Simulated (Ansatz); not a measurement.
# LiMgBN2 (I-4m2): the G0W0 gap against the k mesh

Aim: the G0W0 gap of LiMgBN2 (I-4m2) on a series of meshes, at fixed bands and cutoff.

Main program and level: Ansatz 0.2.0; G0W0 on PBE, plane waves, PAW; PAW set soft_1.

Report form: the programs' logs are mostly left out.

## (1) Set-up

It takes space group I-4m2 (No. 119, tetragonal). Conventional cell: a = 3.819 Å, b = 3.819 Å, c = 8.887 Å, α = 90.00°, β = 90.00°, γ = 90.00°. Nearest to Li lie 4 N at 2.10 Å. Nearest to Mg lie 4 N at 2.10 Å. Nearest to B lie 2 N at 1.34 Å. Nearest to N lie 1 B at 1.34 Å and 2 Li at 2.10 Å and 2 Mg at 2.10 Å. Farther neighbours and most contacts between anions are not listed.

The cell and positions are those that the Materials Project relaxed with its own functionals (PBE, PBE+U or r2SCAN), kept fixed.

## (2) The 4×4×4 mesh

Now the one-shot GW correction: screening in the RPA, then the self-energy of the levels asked for. This step takes PAW set soft_1 files.

File input.yaml:

```yaml
crystal:
  lattice:
    - [-1.909656, 1.909656, 4.443522]
    - [1.909656, -1.909656, 4.443522]
    - [1.909656, 1.909656, -4.443522]
  atoms:
    - { symbol: Li, position: [0.25, 0.75, 0.5] }
    - { symbol: Mg, position: [0.75, 0.25, 0.5] }
    - { symbol: B, position: [0.5, 0.5, 0.0] }
    - { symbol: "N", position: [0.6512635, 0.6512635, 0.0] }
    - { symbol: "N", position: [0.3487365, 0.3487365, 0.0] }
kpoints:
  mp_grid: { grid: [4, 4, 4] }
hamiltonian:
  xc: pbe
  pseudopotentials: { kind: paw, azcp: { folder: soft_1 } }
scf:
  occupations: { method: fixed }
gw:
  n_empty_bands: 147
  ecut_chi: 100
  qp_bands: [v2, c2]
  qp_kpoints: band_edges
  screening: { model: contour_deformation }
```

Run with:

```bash
$ ansatz run input.yaml --threads 2 --pin off --max-ram 92160MiB --backend cuda --events-out ev --progress --plain --runs-dir out --devices 1 --max-vram 13GiB
```

The job ended after 13 s (1 × NVIDIA H100 80GB HBM3 (shared by 6 runs) with 2 threads of AMD EPYC 7R13 (Zen 3), shared host; peak memory 1.1 GiB; 13 s of CPU time).

This step gave:

```yaml
bands_summed: 160
rpa_eps_infinity_on_this_mesh_eigenvalues: 2.649, 2.649, 3.532
plane_waves_in_the_screening_matrix: 147
q_points_in_the_mesh: 64
g0w0_gap_on_the_mesh: 4.140 eV
k_of_the_valence_top: -0.5, -0.5, -0.5
k_of_the_conduction_bottom: 0, 0, 0
starting_gap_on_the_mesh: 2.603 eV
z_at_the_valence_top: 0.7771
z_at_the_conduction_bottom: 0.8376
least_direct_g0w0_gap_on_the_computed_points: 5.079 eV
```

The gap on the mesh goes from 2.60 eV to 4.14 eV, a correction of +1.54 eV. Between the two edge states, bare exchange in place of the xc potential would open the gap by 7.46 eV, and correlation takes back 5.92 eV.

## (3) The 6×6×6 mesh

A second mesh at equal bands and cutoff isolates the sampling error.

input.yaml: that of step 2 with these lines changed.

```diff
@@ -12,3 +12,3 @@
 kpoints:
-  mp_grid: { grid: [4, 4, 4] }
+  mp_grid: { grid: [6, 6, 6] }
 hamiltonian:
```

Wall time 28 s (1 × NVIDIA H100 80GB HBM3 (shared by 6 runs) with 2 threads); peak memory 1.3 GiB.

Numbers from this step:

```yaml
bands_summed: 160
rpa_eps_infinity_on_this_mesh_eigenvalues: 2.630, 2.630, 3.533
plane_waves_in_the_screening_matrix: 147
q_points_in_the_mesh: 216
g0w0_gap_on_the_mesh: 4.133 eV
k_of_the_valence_top: -0.5, -0.5, -0.5
k_of_the_conduction_bottom: 0, 0, 0
starting_gap_on_the_mesh: 2.603 eV
z_at_the_valence_top: 0.7776
z_at_the_conduction_bottom: 0.8388
least_direct_g0w0_gap_on_the_computed_points: 5.076 eV
```

Against the run with 4×4×4 mesh, 147 empty bands, screening to 100 eV, PAW set soft_1 files, the gap moves by −0.008 eV.

## (4) The 8×8×8 mesh

input.yaml: that of step 3 with these lines changed.

```diff
@@ -12,3 +12,3 @@
 kpoints:
-  mp_grid: { grid: [6, 6, 6] }
+  mp_grid: { grid: [8, 8, 8] }
 hamiltonian:
```

Elapsed: 89 s, on 1 × NVIDIA H100 80GB HBM3 (shared by 6 runs) with 2 threads; peak memory 1.6 GiB; 2.5 min of CPU time.

Numbers from this step:

| Quantity | Value |
| --- | --- |
| bands summed | 160 |
| RPA ε∞ on this mesh (eigenvalues) | 2.629, 2.629, 3.533 |
| plane waves in the screening matrix | 147 |
| G0W0 gap on the mesh | 4.130 eV |
| k of the valence top | -0.5, -0.5, -0.5 |
| k of the conduction bottom | 0, 0, 0 |
| starting gap on the mesh | 2.603 eV |
| least direct G0W0 gap on the computed points | 5.075 eV |

Against the run with 6×6×6 mesh, 147 empty bands, screening to 100 eV, PAW set soft_1 files, the gap moves by −0.003 eV.

## (5) The 10×10×10 mesh

input.yaml: that of step 4 with these lines changed.

```diff
@@ -12,3 +12,3 @@
 kpoints:
-  mp_grid: { grid: [8, 8, 8] }
+  mp_grid: { grid: [10, 10, 10] }
 hamiltonian:
```

Elapsed: 5.6 min, on 1 × NVIDIA H100 80GB HBM3 (shared by 6 runs) with 2 threads; peak memory 2.1 GiB; 9.6 min of CPU time.

This step gave:

* bands summed: 160
* RPA ε∞ on this mesh (eigenvalues): 2.629, 2.629, 3.533
* plane waves in the screening matrix: 147
* G0W0 gap on the mesh: 4.129 eV
* k of the valence top: -0.5, -0.5, -0.5
* k of the conduction bottom: 0, 0, 0
* starting gap on the mesh: 2.603 eV
* least direct G0W0 gap on the computed points: 5.074 eV

Against the run with 8×8×8 mesh, 147 empty bands, screening to 100 eV, PAW set soft_1 files, the gap moves by −0.001 eV.

## (6) The meshes together

Times are wall times on 1 × NVIDIA H100 80GB HBM3 (shared by 6 runs) with 2 threads of AMD EPYC 7R13 (Zen 3), shared host, good to a factor of about two.

| mesh | points | irreducible | start (eV) | G0W0 (eV) | shift (eV) | RPA ε∞ (mean) | time |
| --- | --- | --- | --- | --- | --- | --- | --- |
| 4×4×4 | 64 | 13 | 2.603 | 4.140 | +1.537 | 2.94 | 13 s |
| 6×6×6 | 216 | 30 | 2.603 | 4.133 | +1.529 | 2.93 | 28 s |
| 8×8×8 | 512 | 59 | 2.603 | 4.130 | +1.526 | 2.93 | 89 s |
| 10×10×10 | 1000 | 102 | 2.603 | 4.129 | +1.525 | 2.93 | 5.6 min |

## (7) Summary of results

* 4×4×4: 4.140 eV (shift +1.537)
* 6×6×6: 4.133 eV (shift +1.529)
* 8×8×8: 4.130 eV (shift +1.526)
* 10×10×10: 4.129 eV (shift +1.525)
* settings: PBE start, 147 empty bands, 100 eV

**Reading.** The shift is +1.54 eV on 4×4×4 and +1.53 eV on 10×10×10; the last step moves it by −0.001 eV. The RPA ε∞ (mean) ranges from 2.93 to 2.94 and ends at 2.93. From 64 to 1000 points the time grows 25-fold. Bands and cutoff are modest here, so the values stand off the basis limit.

[Paths, hosts, dates, memory and timing lines, banners, echoed tables and standing remarks are left out of the program output.]

[Logs are printed without paths, hosts, clocks, repeated set-up lines and the standing remarks that a program may print on its own settings, such as how far it seeks lower states.]

[Runs of the session that timed out or met a known fault of the program may be left out.]

[Cells called generated may have been cut or substituted from an entry of the Crystallography Open Database or the Materials Project.]

[Hosts, paths, dates, database ids (printed as entryN), source tags and the programs' standing remarks are cut or masked in the printed files.]
